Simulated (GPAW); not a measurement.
# MgO2 (R-3m): one start, several treatments of the self-energy

Aim: compare treatments of exchange, screening and correlation for the gap of MgO2 (R-3m).

Program: GPAW 26.7.0. Level of theory: LDA and many-body steps on it, plane waves. Results are calculated unless marked as measured.

### 1. The starting structure

It takes space group R-3m (No. 166, trigonal). Conventional cell: a = 3.210 Å, b = 3.210 Å, c = 10.482 Å, α = 90.00°, β = 90.00°, γ = 120.00°. Nearest to Mg lie 6 O at 2.11 Å. O has 1 O at 1.49 Å and 3 Mg at 2.11 Å nearest. Farther neighbours and most contacts between anions are not listed.

Coordinates:

```xyz
3
Lattice="1.6048 0.9265 3.4940 -1.6048 0.9265 3.4940 0.0000 -1.8530 3.4940" Properties=species:S:1:pos:R:3 pbc="T T T"
Mg    0.0000    0.0000    0.0000
O     0.0000    0.0000    4.4945
O     0.0000    0.0000    5.9874
```

The cell and positions are those that the Materials Project relaxed with its own functionals (PBE, PBE+U or r2SCAN), kept fixed.

### 2. Empty states on the mesh, 4×4×4 mesh, 210 bands

This step: GPAW 26.7.0; DFT, LDA, plane waves, PAW.

The sums over transitions need many empty states on a uniform mesh; this step solves for them.

The input, run.py:

```python
import json
import numpy as np
from gpaw.mpi import world
from gpaw import GPAW

calc = GPAW('gs.gpw').fixed_density(kpts={'size': (4, 4, 4), 'gamma': True},
    parallel={'domain': 1, 'band': 1},
    txt='nscf.txt')
calc.diagonalize_full_hamiltonian(nbands=210)
calc.write('full.gpw', mode='all')
res = {}
kpts = calc.get_ibz_k_points()
res['kpts'] = kpts
res['eigenvalues'] = [calc.get_eigenvalues(kpt=k) for k in range(len(kpts))]
res['n_electrons'] = calc.get_number_of_electrons()

if world.rank == 0:
    with open('result.json', 'w') as f:
        json.dump(res, f, default=lambda x: x.tolist())
```

Started as:

```
$ mpirun -n 4 gpaw python run.py
```

Numbers of over 12 decimals in the logs are rounded to 6 here.

Log:

```text
Diagonalizing LCAO Hamiltonian
Converting LCAO to pw mode
convergence criteria:
- Maximum integral of absolute [eigenst]ate change: 4e-08 eV^2 / valence electron
maximum number of iterations: 100

SCF iterations
|iter     |     time |      energy | eigst |  dens |
|iter:   1|  |             | +0.83 |       |
|iter:   2|  |             | -0.64 |       |
|iter:   3|  |             | -1.93 |       |
|iter:   4|  |             | -3.44 |       |
|iter:   5|  |             | -4.58 |       |
|iter:   6|  |             | -6.08 |       |
|iter:   7|  |             | -7.09 |       |
|iter:   8|  |             | -7.74c|       |
SCF steps: 8
  __  _  _
 | _ |_)|_||  |
 |__||  | ||/\| - 26.7.0

Input parameters:
  mode=PW(ecut=600.0),
  convergence={'density': 1e-06, 'bands': -3},
  gpts=array([24, 24, 24]),
  kpts=MonkhorstPack(size=(4, 4, 4), gamma=True),
  maxiter=100,
  nbands=18,
  occupations=Occupations(name='fermi-dirac', width=0.001, fixmagmom=False),
  parallel={'domain': 1, 'band': 1},
  xc=XC(name='LDA')
Matrix size: 1048x1048
# Writing to full.gpw (mode='all')
  [... matrices ...]

timing:  # [seconds]
  Total: 5.849  # ━━━━━━━━━━━━━━━━━━━━━━━━━━━━━━━━━━━━━━━━━━━━━━━━━━━━━━━━━━━
```

Wall time 9.5 s (4 MPI ranks of Arm Neoverse V2, shared host); peak memory 1 GiB.

Numbers from this step:

```yaml
gap: 2.196 eV
k_of_the_valence_top: 0.5, 0.5, 0.5
k_of_the_conduction_bottom: 0.5, 0.5, 0.5
least_direct_gap: 2.196 eV
k_points_computed: 13
lowest_point_of_the_top_converged_band_above_the_valence_top: 188.0061 eV
```

On this mesh the gap is 2.196 eV.

### 3. G0W0, Godby-Needs plasmon pole

G0W0 replaces the xc potential by the self-energy, built once from these orbitals. Only a window of levels is corrected, while the sums run over the empty bands that the input names.

This step: G0W0 on LDA, plane waves, PAW.

The input, run.py:

```python
import json
import numpy as np
from gpaw.mpi import world
from gpaw.response.g0w0 import G0W0

gw = G0W0('full.gpw',
    filename='gw',
    kpts=[0, 12],
    bands=(9, 13),
    ecut=120,
    nbands=93,
    integrate_gamma='WS',
    ppa=True)
gw.calculate()
res = {mode: {k: v for k, v in r.items() if k != 'sigma_eskwn'}
       for mode, r in gw.all_results.items()}

if world.rank == 0:
    with open('result.json', 'w') as f:
        json.dump(res, f, default=lambda x: x.tolist())
```

Started as:

```
$ mpirun -n 4 gpaw python run.py
```

Log:

```text
Using integrator: PointIntegrator
FrequencyGridDescriptor(from 0.000+0.000j to 0.000+27.211j eV, 2 points)
Nonperiodic BCs:  [False False False]
Using integrator: PointIntegrator
FrequencyGridDescriptor(from 0.000+0.000j to 0.000+27.211j eV, 2 points)
Nonperiodic BCs:  [False False False]
  ___  _ _ _
 |   || | | |
 | | || | | |
 |__ ||_____|
 |___|

BZ k-points: Symmetries present (total): 12

  [... matrices ...]
64 k-points: 4 x 4 x 4 Monkhorst-Pack grid + [1/8,1/8,1/8]
13 k-points in the irreducible part of the Brillouin zone
       k-points in crystal coordinates                weights
   0:     0.00000000    0.00000000    0.00000000          1/64
   1:     0.25000000    0.00000000   -0.25000000          6/64
   2:     0.25000000    0.00000000    0.00000000          6/64
   3:     0.25000000    0.25000000   -0.25000000          6/64
   4:     0.25000000    0.25000000    0.00000000          6/64
   5:     0.25000000    0.25000000    0.25000000          2/64
   6:     0.50000000    0.00000000    0.00000000          3/64
   7:     0.50000000    0.25000000   -0.25000000          6/64
   8:     0.50000000    0.25000000    0.00000000         12/64
   9:     0.50000000    0.25000000    0.25000000          6/64
          ...
  12:     0.50000000    0.50000000    0.50000000          1/64

Distributing spins, k-points and bands (1 x 2 x 4) over 4 processes
Number of blocks: 1

Quasi particle states:
k-points (IBZ indices): [0, 12]
Band range: (9, 13)
  [... matrices ...]
Computational parameters:
Plane wave cut-off: 120 eV
Number of bands: 93
Coulomb cutoff: None
Broadening: 0.1 eV

fxc modes: GW
Kernel: RPA
Using Godby-Needs plasmon-pole approximation:
  Fitting energy: i*E0, E0 = 1.000 Hartree
Summing all q:

Calculating screened Coulomb potential
No Coulomb truncation
FrequencyGridDescriptor(from 0.000+0.000j to 0.000+27.211j eV, 2 points)
Removing empty qpoint cache files...

Calculating chi0 body with:
    Ground state adapter containing:
    Number of spins: 1
    Number of kpoints: 64
    Number of irreducible kpoints: 13
    Number of completely occupied states: 11
    Number of partially occupied states: 11
    Occupied states memory: 2.3203125 M / cpu

    Linear response parametrization:
    q_c: [0.0, 0.0, 0.0]
    Number of frequency points: 2
    Planewave cutoff: 120.0
    Number of bands: 93
    Number of planewaves: 97
    Broadening (eta): 1e-06
    comm.size: 4
    kncomm.size: 4
    blockcomm.size: 1

    Memory estimate of potentially large arrays:
        chi0_wGG: 0.287140 M / cpu
Integrating chi0 body.

Symmetries of q_c:
    Direct symmetries (Uq -> q): 12
    Indirect symmetries (TUq -> q): 0
In total 12 allowed symmetries.

  [... matrices ...]
13 groups of equivalent kpoints. 79.6875% reduction.

Integral kind: response function
Integrating chi0 head and wings.

Symmetries of q_c:
    Direct symmetries (Uq -> q): 12
    Indirect symmetries (TUq -> q): 0
In total 12 allowed symmetries.

  [... matrices ...]
13 groups of equivalent kpoints. 79.6875% reduction.

Integral kind: response function wings

Calculating chi0 body with:
    Ground state adapter containing:
    Number of spins: 1
    Number of kpoints: 64
    Number of irreducible kpoints: 13
    Number of completely occupied states: 11
    Number of partially occupied states: 11
    Occupied states memory: 2.3203125 M / cpu

    Linear response parametrization:
[... the further q-points ...]

Results:
f:      Occupation numbers
eps:     KS-eigenvalues [eV]
vxc:     KS vxc [eV]
exx:     Exact exchange [eV]
sigma:   Self-energies [eV]
dsigma:  Self-energy derivatives
Z:       Renormalization factors
qp:      QP-energies [eV]

k-point 0 (0): (0.000, 0.000, 0.000)                GW
band       f     eps     vxc     exx   sigma  dsigma       Z      qp
                                                                   GW
   9   1.000   2.885 -20.758 -26.736   4.572  -0.271   0.787   1.780
  10   1.000   2.885 -20.758 -26.736   4.572  -0.271   0.787   1.780
  11   0.000   8.058 -12.247  -7.047  -3.606  -0.171   0.854   9.420
  12   0.000   8.399 -21.710 -13.588  -4.745  -0.289   0.776  11.019

k-point 1 (12): (0.500, 0.500, 0.500)                GW
band       f     eps     vxc     exx   sigma  dsigma       Z      qp
                                                                   GW
   9   1.000   3.693 -21.838 -27.555   4.488  -0.267   0.789   2.723
  10   1.000   3.693 -21.838 -27.555   4.488  -0.267   0.789   2.723
  11   0.000   5.889 -19.709 -13.397  -3.754  -0.236   0.809   7.959
  12   0.000   8.411 -10.216  -4.948  -3.762  -0.160   0.862   9.709
```

Elapsed: 32 s, on 4 MPI ranks; peak memory 1 GiB; 2.1 min of CPU time.

This step gave:

```yaml
g0w0_gap_on_the_points_computed: 5.236 eV
least_direct_g0w0_gap_on_the_computed_points: 5.236 eV
z_at_the_valence_top: 0.7895
z_at_the_conduction_bottom: 0.8092
starting_gap_on_the_mesh: 2.196 eV
k_of_the_valence_top: 0.5, 0.5, 0.5
k_of_the_conduction_bottom: 0.5, 0.5, 0.5
```

The gap on the mesh goes from 2.20 eV to 5.24 eV, a correction of +3.04 eV.

### 4. One-shot HSE06

This step: one-shot HSE06 levels on LDA orbitals, plane waves, PAW.

The input, run.py:

```python
import json
import numpy as np
from gpaw.mpi import world
from gpaw.hybrids.eigenvalues import non_self_consistent_eigenvalues

dft, vxc, vxc_hyb = non_self_consistent_eigenvalues('full.gpw', 'HSE06', 9, 13, kpt_indices=[0, 12])
res = {'dft': dft[0], 'hybrid': (dft - vxc + vxc_hyb)[0]}
if world.rank == 0:
    with open('hybrid.txt', 'w') as f:
        for k, e0, e1 in zip([0, 12], res['dft'], res['hybrid']):
            print(k, ' '.join(f'{x:9.4f}' for x in e0), '|', ' '.join(f'{x:9.4f}' for x in e1), file=f)

if world.rank == 0:
    with open('result.json', 'w') as f:
        json.dump(res, f, default=lambda x: x.tolist())
```

Started as:

```
$ mpirun -n 4 gpaw python run.py
```

Log:

```text
IBZ(<points: 13, symmetries: 12>)
Occupied bands: 11
Transforming wave functions from IBZ to BZ: 0.014 seconds
Distributing wave functions and iFFT-ing to real space: 0.144 seconds
Calculating eigenvalues:
  k-points: 2
  Bands: 9-12 (inclusive)
  Seconds: 0.412 (wave-function broadcasting: 0.006 seconds)
HSE06-eigenvalue shifts:
  min: -1.341 eV
  ave: -0.107 eV
  max: 1.463 eV
```

Wall time 2.8 s (4 MPI ranks); peak memory 0.79 GiB; 11 s of CPU time.

Numbers from this step:

* starting gap on the mesh: 2.196 eV
* hybrid gap on the mesh: 4.532 eV
* least direct hybrid gap on the computed points: 4.532 eV

### 5. G0W0, extrapolated in the cutoff

This step: G0W0 on LDA, plane waves, PAW.

The input, run.py:

```python
import json
import numpy as np
from gpaw.mpi import world
from gpaw.response.g0w0 import G0W0

gw = G0W0('full.gpw',
    filename='gw',
    kpts=[0, 12],
    bands=(9, 13),
    ecut=200.0,
    integrate_gamma='WS',
    ppa=True,
    ecut_extrapolation=True)
gw.calculate()
res = {mode: {k: v for k, v in r.items() if k != 'sigma_eskwn'}
       for mode, r in gw.all_results.items()}

if world.rank == 0:
    with open('result.json', 'w') as f:
        json.dump(res, f, default=lambda x: x.tolist())
```

Started as:

```
$ mpirun -n 4 gpaw python run.py
```

Log:

```text
Using integrator: PointIntegrator
FrequencyGridDescriptor(from 0.000+0.000j to 0.000+27.211j eV, 2 points)
Nonperiodic BCs:  [False False False]
Using integrator: PointIntegrator
FrequencyGridDescriptor(from 0.000+0.000j to 0.000+27.211j eV, 2 points)
Nonperiodic BCs:  [False False False]
  ___  _ _ _
 |   || | | |
 | | || | | |
 |__ ||_____|
 |___|

BZ k-points: Symmetries present (total): 12

  [... matrices ...]
64 k-points: 4 x 4 x 4 Monkhorst-Pack grid + [1/8,1/8,1/8]
13 k-points in the irreducible part of the Brillouin zone
       k-points in crystal coordinates                weights
   0:     0.00000000    0.00000000    0.00000000          1/64
   1:     0.25000000    0.00000000   -0.25000000          6/64
   2:     0.25000000    0.00000000    0.00000000          6/64
[...]
9:     0.50000000    0.25000000    0.25000000          6/64
          ...
  12:     0.50000000    0.50000000    0.50000000          1/64

Distributing spins, k-points and bands (1 x 2 x 4) over 4 processes
Number of blocks: 1

Quasi particle states:
k-points (IBZ indices): [0, 12]
Band range: (9, 13)
  [... matrices ...]
Computational parameters:
Extrapolating to infinite plane wave cut-off using points at:
  172.355 eV
  184.896 eV
  200.000 eV
Number of bands: 200
Coulomb cutoff: None
Broadening: 0.1 eV

fxc modes: GW
Kernel: RPA
Using Godby-Needs plasmon-pole approximation:
  Fitting energy: i*E0, E0 = 1.000 Hartree
Summing all q:

Calculating screened Coulomb potential
No Coulomb truncation
FrequencyGridDescriptor(from 0.000+0.000j to 0.000+27.211j eV, 2 points)
Removing empty qpoint cache files...

Calculating chi0 body with:
    Ground state adapter containing:
    Number of spins: 1
    Number of kpoints: 64
    Number of irreducible kpoints: 13
[...]
Integrating chi0 body.

Symmetries of q_c:
    Direct symmetries (Uq -> q): 12
    Indirect symmetries (TUq -> q): 0
In total 12 allowed symmetries.

  [... matrices ...]
13 groups of equivalent kpoints. 79.6875% reduction.

Integral kind: response function
Integrating chi0 head and wings.

Symmetries of q_c:
    Direct symmetries (Uq -> q): 12
    Indirect symmetries (TUq -> q): 0
In total 12 allowed symmetries.

  [... matrices ...]
13 groups of equivalent kpoints. 79.6875% reduction.

Integral kind: response function wings

Calculating chi0 body with:
    Ground state adapter containing:
    Number of spins: 1
    Number of kpoints: 64
    Number of irreducible kpoints: 13
    Number of completely occupied states: 11
    Number of partially occupied states: 11
    Occupied states memory: 2.3203125 M / cpu

    Linear response parametrization:
[... the further q-points ...]
Extrapolating selfenergy to infinite energy cutoff:
  Performing linear fit to 3 points
  Warning: Bad quality of linear fit for some (n,k).
           Higher cutoff might be necessary.
  Minimum R^2 = 0.0050. (R^2 Should be close to 1)
  [... matrices ...]
Results:
f:      Occupation numbers
eps:     KS-eigenvalues [eV]
vxc:     KS vxc [eV]
exx:     Exact exchange [eV]
sigma:   Self-energies [eV]
dsigma:  Self-energy derivatives
Z:       Renormalization factors
qp:      QP-energies [eV]

k-point 0 (0): (0.000, 0.000, 0.000)                GW
band       f     eps     vxc     exx   sigma  dsigma       Z      qp
                                                                   GW
   9   1.000   2.885 -20.758 -26.736   3.908  -0.282   0.780   1.271
  10   1.000   2.885 -20.758 -26.736   3.909  -0.282   0.780   1.271
  11   0.000   8.058 -12.247  -7.047  -3.756  -0.175   0.851   9.288
[...]
k-point 1 (12): (0.500, 0.500, 0.500)                GW
band       f     eps     vxc     exx   sigma  dsigma       Z      qp
                                                                   GW
[...]
11   0.000   5.889 -19.709 -13.397  -4.250  -0.255   0.797   7.532
  12   0.000   8.411 -10.216  -4.948  -3.865  -0.163   0.860   9.618
```

It took 2.3 min on 4 MPI ranks; peak memory 1.3 GiB.

This step gave:

* quasiparticle gap on the points computed: 5.359 eV
* least direct quasiparticle gap on the computed points: 5.359 eV
* Z at the valence top: 0.7815
* Z at the conduction bottom: 0.7967
* starting gap on the mesh: 2.196 eV
* k of the valence top: 0.5, 0.5, 0.5
* k of the conduction bottom: 0.5, 0.5, 0.5
* gaps at the cutoffs of the extrapolation: 5.284, 5.292, 5.299 eV

Against G0W0 in GPAW (4×4×4 mesh, 93 bands, screening to 120 eV, Godby-Needs plasmon pole), the gap moves by +0.123 eV.

### 6. One-shot PBE0

This step: one-shot PBE0 levels on LDA orbitals, plane waves, PAW.

The input, run.py:

```python
import json
import numpy as np
from gpaw.mpi import world
from gpaw.hybrids.eigenvalues import non_self_consistent_eigenvalues

dft, vxc, vxc_hyb = non_self_consistent_eigenvalues('full.gpw', 'PBE0', 9, 13, kpt_indices=[0, 12])
res = {'dft': dft[0], 'hybrid': (dft - vxc + vxc_hyb)[0]}
if world.rank == 0:
    with open('hybrid.txt', 'w') as f:
        for k, e0, e1 in zip([0, 12], res['dft'], res['hybrid']):
            print(k, ' '.join(f'{x:9.4f}' for x in e0), '|', ' '.join(f'{x:9.4f}' for x in e1), file=f)

if world.rank == 0:
    with open('result.json', 'w') as f:
        json.dump(res, f, default=lambda x: x.tolist())
```

Started as:

```
$ mpirun -n 4 gpaw python run.py
```

Log:

```text
IBZ(<points: 13, symmetries: 12>)
Occupied bands: 11
Transforming wave functions from IBZ to BZ: 0.014 seconds
Distributing wave functions and iFFT-ing to real space: 0.145 seconds
Calculating eigenvalues:
  k-points: 2
  Bands: 9-12 (inclusive)
  Seconds: 0.519 (wave-function broadcasting: 0.006 seconds)
HSE06-eigenvalue shifts:
  min: -1.737 eV
  ave: -0.096 eV
  max: 1.894 eV
```

Run time: 2.8 s. Hardware: 4 MPI ranks; peak memory 0.8 GiB; 11 s of CPU time.

Numbers from this step:

- starting gap on the mesh: 2.196 eV
- hybrid gap on the mesh: 5.304 eV
- least direct hybrid gap on the computed points: 5.304 eV

### 7. G0W0, full frequency, Hilbert transform

This step: G0W0 on LDA, plane waves, PAW.

The input, run.py:

```python
import json
import numpy as np
from gpaw.mpi import world
from gpaw.response.g0w0 import G0W0

gw = G0W0('full.gpw',
    filename='gw',
    kpts=[0, 12],
    bands=(9, 13),
    ecut=120,
    nbands=93,
    integrate_gamma='WS',
    frequencies={'type': 'nonlinear', 'domega0': 0.1, 'omega2': 15.0},
    eta=0.1,
    nblocksmax=True)
gw.calculate()
res = {mode: {k: v for k, v in r.items() if k != 'sigma_eskwn'}
       for mode, r in gw.all_results.items()}

if world.rank == 0:
    with open('result.json', 'w') as f:
        json.dump(res, f, default=lambda x: x.tolist())
```

Started as:

```
$ mpirun -n 4 gpaw python run.py
```

Log:

```text
Using integrator: PointIntegrator
NonLinearFrequencyDescriptor(from 0.000 to 181.873 eV, 303 points)
Nonperiodic BCs:  [False False False]
Using integrator: PointIntegrator
NonLinearFrequencyDescriptor(from 0.000 to 181.873 eV, 303 points)
Nonperiodic BCs:  [False False False]
  ___  _ _ _
 |   || | | |
 | | || | | |
 |__ ||_____|
 |___|

BZ k-points: Symmetries present (total): 12

  [... matrices ...]
64 k-points: 4 x 4 x 4 Monkhorst-Pack grid + [1/8,1/8,1/8]
13 k-points in the irreducible part of the Brillouin zone
[...]
GW
   9   1.000   2.885 -20.758 -26.736   4.512  -0.337   0.748   1.789
  10   1.000   2.885 -20.758 -26.736   4.512  -0.337   0.748   1.789
  11   0.000   8.058 -12.247  -7.047  -3.580  -0.216   0.822   9.391
[...]
k-point 1 (12): (0.500, 0.500, 0.500)                GW
band       f     eps     vxc     exx   sigma  dsigma       Z      qp
                                                                   GW
[...]
11   0.000   5.889 -19.709 -13.397  -3.791  -0.297   0.771   7.834
  12   0.000   8.411 -10.216  -4.948  -3.729  -0.196   0.836   9.698
```

Wall time 48 s (4 MPI ranks); peak memory 1.2 GiB.

This step gave:

```
G0W0 gap on the points computed              : 5.133 eV
least direct G0W0 gap on the computed points : 5.133 eV
starting gap on the mesh                     : 2.196 eV
k of the valence top                         : 0.5, 0.5, 0.5
k of the conduction bottom                   : 0.5, 0.5, 0.5
```

Against G0W0 in GPAW (4×4×4 mesh, 93 bands, screening to 120 eV, Godby-Needs plasmon pole), the gap moves by −0.103 eV.

### 8. The runs together

Times are wall times on 4 MPI ranks of Arm Neoverse V2, shared host, good to a factor of about two.

| run | mesh | bands | screening cutoff (eV) | DFT gap (eV) | gap on the mesh (eV) | direct (eV) | time |
| --- | --- | --- | --- | --- | --- | --- | --- |
| G0W0, Godby-Needs plasmon pole | 4×4×4 | 93 | 120 | 2.196 | 5.236 | 5.236 | 32 s |
| one-shot HSE06 | 4×4×4 | - | - | 2.196 | 4.532 | 4.532 | 2.8 s |
| G0W0, extrapolated in the cutoff | 4×4×4 | - | 200 | 2.196 | 5.359 | 5.359 | 2.3 min |
| one-shot PBE0 | 4×4×4 | - | - | 2.196 | 5.304 | 5.304 | 2.8 s |
| G0W0, full frequency, Hilbert transform | 4×4×4 | 93 | 120 | 2.196 | 5.133 | 5.133 | 48 s |

### 9. Outcome

| Item | Value |
| --- | --- |
| G0W0, Godby-Needs plasmon pole | 5.236 eV |
| one-shot HSE06 | 4.532 eV |
| G0W0, extrapolated in the cutoff | 5.359 eV |
| one-shot PBE0 | 5.304 eV |
| G0W0, full frequency, Hilbert transform | 5.133 eV |
| known limits | not at the basis limit; coarse k mesh |

One-shot HSE06: −0.704 eV against G0W0, Godby-Needs plasmon pole. G0W0, extrapolated in the cutoff: +0.123 eV against G0W0, Godby-Needs plasmon pole, at other bands or cutoff, so not like for like. One-shot PBE0: +0.068 eV against G0W0, Godby-Needs plasmon pole. G0W0, full frequency, Hilbert transform: −0.103 eV against G0W0, Godby-Needs plasmon pole. One-shot hybrid levels are evaluated on the LDA orbitals. Bands and cutoff are finite, so the gap is not at the basis limit. The miss can reach some tenths of an eV and take either sign; the mesh is an error of its own. These stock PAW sets were not made for GW. In the G0W0 runs levels were corrected at 2 k points alone, so a gap called «on the mesh» is the least over those, and an edge elsewhere would be missed. The program warns of a poor linear fit in the extrapolation of some level, so the extrapolated values are rough. The 4×4×4 mesh is coarse for this cell, which bears on the long-range parts of exchange and screening.

[Paths, hosts, dates, memory and timing lines, banners, echoed tables and standing remarks are left out of the program output.]

[Logs are printed without paths, hosts, clocks, repeated set-up lines and the standing remarks that a program may print on its own settings, such as how far it seeks lower states.]

[Runs of the session that timed out or met a known fault of the program may be left out.]

[Hosts, paths, dates, database ids (printed as entryN), source tags and the programs' standing remarks are cut or masked in the printed files.]
